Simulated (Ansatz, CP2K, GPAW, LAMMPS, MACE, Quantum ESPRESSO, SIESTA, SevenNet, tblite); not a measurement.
# Amorphous Ge (61 atoms) in tblite

Wanted: tblite inputs and outputs for amorphous Ge (61 atoms), checked against a plane-wave reference.

Main program and level: tblite 0.8.0; the method is named at each step.

## Step 1: The structure

The cell holds 61 atoms: 61 Ge. Its edges and angles: a = 11.099 Å, b = 11.099 Å, c = 11.099 Å, α = 90.0°, β = 90.0°, γ = 90.0°. 61 atoms (61 Ge) placed at random at 5.38 g/cm³, melted at 3500 K for 10 ps at fixed volume with the Tersoff potential (Tersoff, Phys. Rev. B 39, 5566 (1989)). Quenched from 3500 K to 100 K at 5 K/ps and fixed volume, held 5 ps, then minimised at fixed cell.

The yardstick, on the same geometry:

```
method                 : Kohn-Sham DFT, PBE, SSSP efficiency 1.3.0 pseudopotentials, plane waves (Quantum ESPRESSO 7.5); sssp-pbe-1.3.0-efficiency, cutoffs 45/360 Ry, Γ point
r.m.s. force component : 0.2246 eV/Å
longest force          : 0.8539 eV/Å
pressure               : 5.213 GPa
time                   : 2.5 min on 4 MPI ranks of Arm Neoverse V2, shared host
CPU time               : 10 min
```

## Step 2: GFN1-xTB

Method: GFN1-xTB tight binding, diagonalisation.

Input file run.py:

```python
import numpy as np
from ase.io import read
from tblite.ase import TBLite

atoms = read("structure.xyz")
atoms.calc = TBLite(method="GFN1-xTB", electronic_temperature=580, accuracy=1.0, max_iterations=250, mixer_damping=0.1, verbosity=1)
energy = atoms.get_potential_energy()
forces = atoms.get_forces()
print(f"energy {energy:.6f} eV")
print("forces (eV/A)")
for i, (a, f) in enumerate(zip(atoms, forces)):
    print(f"{i:4d} {a.symbol:2s} {f[0]:10.5f} {f[1]:10.5f} {f[2]:10.5f}")
stress = -atoms.get_stress(voigt=False) * 160.21766
print("stress (GPa, compression positive)")
for row in stress:
    print(" ".join(f"{x:10.4f}" for x in row))
print("charges (e)")
print(np.array2string(atoms.get_charges(), precision=4, suppress_small=True, max_line_width=110, threshold=100000))
```

Input file structure.xyz:

```xyz
61
Lattice="11.09880 0.00000 0.00000 0.00000 11.09880 0.00000 0.00000 0.00000 11.09880" Properties=species:S:1:pos:R:3 pbc="T T T"
Ge 3.82465 3.59313 9.66772
Ge 9.40324 1.21454 6.27471
Ge 7.74097 9.55396 3.94951
Ge 3.55317 8.46084 4.95650
Ge 6.34163 3.29623 9.98448
Ge 2.30078 9.24674 8.70168
Ge 5.69302 11.05962 7.44541
Ge 10.45529 5.28869 6.93475
Ge 8.56461 7.16727 11.00957
Ge 0.48158 9.87360 10.17427
Ge 6.89346 5.87415 4.15661
Ge 1.62009 1.41732 3.19856
Ge 0.85572 9.12321 1.43496
Ge 1.10788 3.76960 3.13475
Ge 10.24564 4.50867 4.50456
Ge 3.00089 1.48791 10.39247
Ge 5.86671 10.06939 10.90069
Ge 3.57159 1.51654 1.61943
Ge 1.74040 5.64885 7.17171
Ge 6.54074 4.18980 5.92099
Ge 10.38493 3.01998 11.02977
Ge 3.22387 8.70856 2.39379
Ge 9.23553 7.70889 7.26550
Ge 8.74197 5.65550 8.89913
Ge 0.68424 1.23974 9.81189
Ge 9.20046 1.14895 1.12320
Ge 4.65062 0.87425 5.48037
Ge 3.27625 4.52198 3.96771
Ge 0.72164 4.84895 0.95294
Ge 9.76017 3.23918 8.58059
Ge 6.09457 0.15416 3.61077
Ge 2.71565 3.49324 7.48215
Ge 2.29468 6.42487 4.98159
Ge 8.07837 10.99281 10.32910
Ge 5.18791 7.07926 8.54530
Ge 10.57571 6.99302 1.58857
Ge 0.06826 6.82388 4.04596
Ge 7.35140 7.85440 5.56427
Ge 5.62687 3.06049 1.44495
Ge 5.42221 8.65640 6.67582
Ge 9.78448 10.52355 4.59701
Ge 8.37671 2.91421 4.83874
Ge 4.34030 3.23486 5.70012
Ge 4.16083 10.74708 9.30812
Ge 4.69646 10.53076 1.84584
Ge 2.80700 5.48714 10.90934
Ge 10.89614 11.08470 2.50600
Ge 0.65427 1.92131 7.34607
Ge 8.31589 4.48547 0.20844
Ge 4.33042 6.85617 1.15905
Ge 5.12254 5.15917 2.60489
Ge 6.08270 7.70523 10.75984
Ge 6.51422 5.06338 8.18459
Ge 7.46727 1.97004 2.70300
Ge 2.78247 6.89546 8.91900
Ge 9.38481 9.03387 9.50357
[... 1 atom lines left out ...]
Ge 8.78448 5.42043 2.63119
Ge 2.14118 0.74406 5.54241
Ge 1.84740 9.55729 6.30856
Ge 10.82078 8.64985 5.62709
```

Run with:

```bash
OMP_NUM_THREADS=1 python run.py > output.txt
```

Log:

```text
------------------------------------------------------------
  cycle        total energy    energy error   density error
------------------------------------------------------------
      1     -96.67169203511  -9.6632992E+01   3.9188139E-01
      2     -102.0526357517  -5.3809437E+00   2.4163474E-01
      3     -102.7381414700  -6.8550572E-01   2.0118012E-01
      4     -102.6519977477   8.6143722E-02   1.8140457E-01
      5     -102.4021571122   2.4984064E-01   7.7647292E-02
      6     -102.8643222551  -4.6216514E-01   2.2163329E-02
      7     -102.8818849632  -1.7562708E-02   1.4467115E-02
      8     -102.8882868522  -6.4018891E-03   1.1276685E-02
      9     -102.8890018902  -7.1503798E-04   5.3745900E-03
     10     -102.8895624604  -5.6057022E-04   1.9012076E-03
     11     -102.8896608397  -9.8379217E-05   1.4693336E-03
     12     -102.8896731150  -1.2275389E-05   1.2874761E-03
     13     -102.8896708327   2.2823863E-06   7.5725852E-04
     14     -102.8896776929  -6.8602567E-06   5.5127794E-04
     15     -102.8896805751  -2.8821592E-06   4.8644615E-04
     16     -102.8896805968  -2.1746487E-08   3.7446345E-04
     17     -102.8896817253  -1.1284525E-06   1.3244764E-04
     18     -102.8896819755  -2.5018250E-07   9.1383914E-05
     19     -102.8896819659   9.5787840E-09   7.5623677E-05
     20     -102.8896819842  -1.8314083E-08   3.9693683E-05
     21     -102.8896820475  -6.3260842E-08   1.4361460E-05
------------------------------------------------------------
 total:                                   4.891 sec
energy -2799.770856 eV
forces (eV/A)
   0 Ge    0.17329    0.14021   -0.09997
   1 Ge    0.09382   -0.35337    0.26480
   2 Ge   -0.24367   -0.40024   -0.87051
   3 Ge    0.24920    0.07616   -0.19513
   4 Ge   -0.14998   -0.06179    0.14501
   5 Ge    0.02713   -0.02525   -0.09580
   6 Ge    0.17415   -0.17861   -0.02053
   7 Ge   -0.35297    0.00233    0.14119
   8 Ge    0.05435   -0.23961   -0.39103
   9 Ge   -0.13335   -0.09436    0.07036
  10 Ge   -0.05844    0.55407    0.19332
  11 Ge    0.10660   -0.24477    0.07975
  12 Ge   -0.09087   -0.07056   -0.22630
  13 Ge    0.14825   -0.30042   -0.00368
  14 Ge    0.40515    0.24533   -0.14401
  15 Ge   -0.11435   -0.11941    0.24715
  16 Ge    0.18995    0.20740    0.25931
  17 Ge   -0.15435    0.34386    0.16694
  18 Ge   -0.29132    0.05463   -0.04380
  19 Ge    0.37303    0.20106   -0.09545
  20 Ge   -0.05729   -0.19235   -0.25970
  21 Ge   -0.04716   -0.10100    0.25862
  22 Ge   -0.15373   -0.42594   -0.02982
  23 Ge    0.08313    0.53248    0.00332
[...]
53 Ge   -0.28096    0.17432   -0.09859
  54 Ge   -0.01239    0.23596    0.29361
  55 Ge   -0.07511    0.09871    0.10920
  56 Ge   -0.15110   -0.07192   -0.06506
  57 Ge    0.10767    0.13298    0.07937
  58 Ge   -0.04027   -0.26193   -0.12459
  59 Ge   -0.06069    0.30214   -0.27851
  60 Ge    0.01602    0.11492    0.11474
stress (GPa, compression positive)
    6.9086    -0.3482     0.1683
   -0.3482     7.7653    -0.5188
    0.1683    -0.5188     6.6803
charges (e)
[-0.0104  0.0246 -0.2275 -0.0118  0.0235 -0.0063  0.0157  0.0781  0.0457  0.0043  0.0014  0.0058  0.0534
 -0.0221 -0.0543 -0.1014 -0.0347 -0.0302 -0.0666 -0.0443 -0.0075  0.0611  0.0596  0.0154  0.0239  0.0332
 -0.0652 -0.0785  0.0238  0.1174  0.0257 -0.0106 -0.0228 -0.0097 -0.0078  0.0361  0.0458  0.0005  0.062
  0.038  -0.0384  0.0469 -0.0177 -0.0248 -0.0855 -0.0073 -0.0127  0.0097  0.0977 -0.0218 -0.0045 -0.0105
 -0.0182 -0.0312 -0.0135  0.0034  0.0598  0.087   0.0703 -0.019  -0.0531]
```

Wall time 5.3 s (1 thread of Arm Neoverse V2, shared host); peak memory 0.13 GiB.

Banners, paths, timers and routine set-up lines are dropped from the logs unmarked, and long logs keep their key lines alone; longer cuts are marked.

Numbers from this run, and their distance from the reference:

```yaml
r_m_s_force_component: 0.2147 eV/Å
r_m_s_difference_of_force_components: 126.7 meV/Å
longest_difference_of_force_vectors: 578.7 meV/Å
force_difference_over_r_m_s_force: 56.44 %
slope_of_forces_against_the_reference_s: 0.7978
correlation_of_force_components: 0.8344
pressure: 7.118 GPa
pressure_difference: 1.905 GPa
```

The surroundings of Ge29, picked at random, nearest first, numbered as they follow in the input and with coordinates relative to it.

```tsv
atom	x	y	z	distance (Å)	bonds	Mulliken charge (e)	Fx	Fy	Fz (eV/Å)
Ge29	0.00	0.00	0.00	0.00	4	0.02	0.00	0.12	-0.01
Ge46	2.09	0.64	-1.14	2.46	4	-0.01	-0.16	-0.22	-0.04
Ge14	0.39	-1.08	2.18	2.46	4	-0.02	0.15	-0.30	0.00
Ge21	-1.44	-1.83	-1.02	2.54	5	-0.01	-0.06	-0.19	-0.26
Ge36	-1.24	2.14	0.64	2.56	5	0.04	0.07	-0.06	0.19
Ge58	-3.04	0.57	1.68	3.52	4	0.09	0.11	0.13	0.08
Ge49	-3.50	-0.36	-0.74	3.60	5	0.10	-0.44	-0.09	0.32
Ge37	-0.65	1.97	3.09	3.73	4	0.05	-0.18	-0.08	-0.02
Ge15	-1.57	-0.34	3.55	3.90	5	-0.05	0.41	0.25	-0.14
Ge28	2.55	-0.33	3.01	3.97	4	-0.08	-0.31	-0.13	-0.24
```

Atoms are counted from 1 here, from 0 in the log.

Forces lie 56 % from the reference's, at 0.0088 times its CPU time (on 1 against 4 cores).

## Step 3: Results

- force difference from the reference: tblite GFN1-xTB, 56 %
- its CPU time: 5.3 s

**Reading.** Tight binding differs by 56 % (tblite GFN1-xTB); it is another model, with fitted parameters of its own, and the xTB methods hold dispersion. One electronic-structure run takes under half the reference's CPU time: tblite GFN1-xTB, at 56 % in 5.3 s against 10 min; its pressure misses by +1.9 GPa. Periodic xTB results under one method name differ between programs and library versions. The reference's pressure holds the uncorrected Pulay stress of its 45 Ry basis, so small pressure differences, and their order, may be the reference's own error. The quench rate of 5 K/ps is many orders above laboratory rates, so the cell is likely richer in defects and strain than a real sample. The network of bonds at the start is that of the classical potential that made the cell, and needn't be the one that DFT or experiment would give. The reference's pressure of 5.2 GPa belongs to a cell and atoms that aren't relaxed at this level. The electronic-structure runs sample only Γ, in a cell whose shortest periodic width is 11 Å, which is coarse for a cell with partly filled levels.

[Also dropped from logs without a mark: logging warnings of Python, and SIESTA's first energy breakdown and zero terms.]

[Logs are printed without paths, hosts, clocks, repeated set-up lines and the standing remarks that a program may print on its own settings, such as how far it seeks lower states.]

[Hosts, paths, dates, database ids (printed as entryN), source tags and the programs' standing remarks are cut or masked in the printed files.]
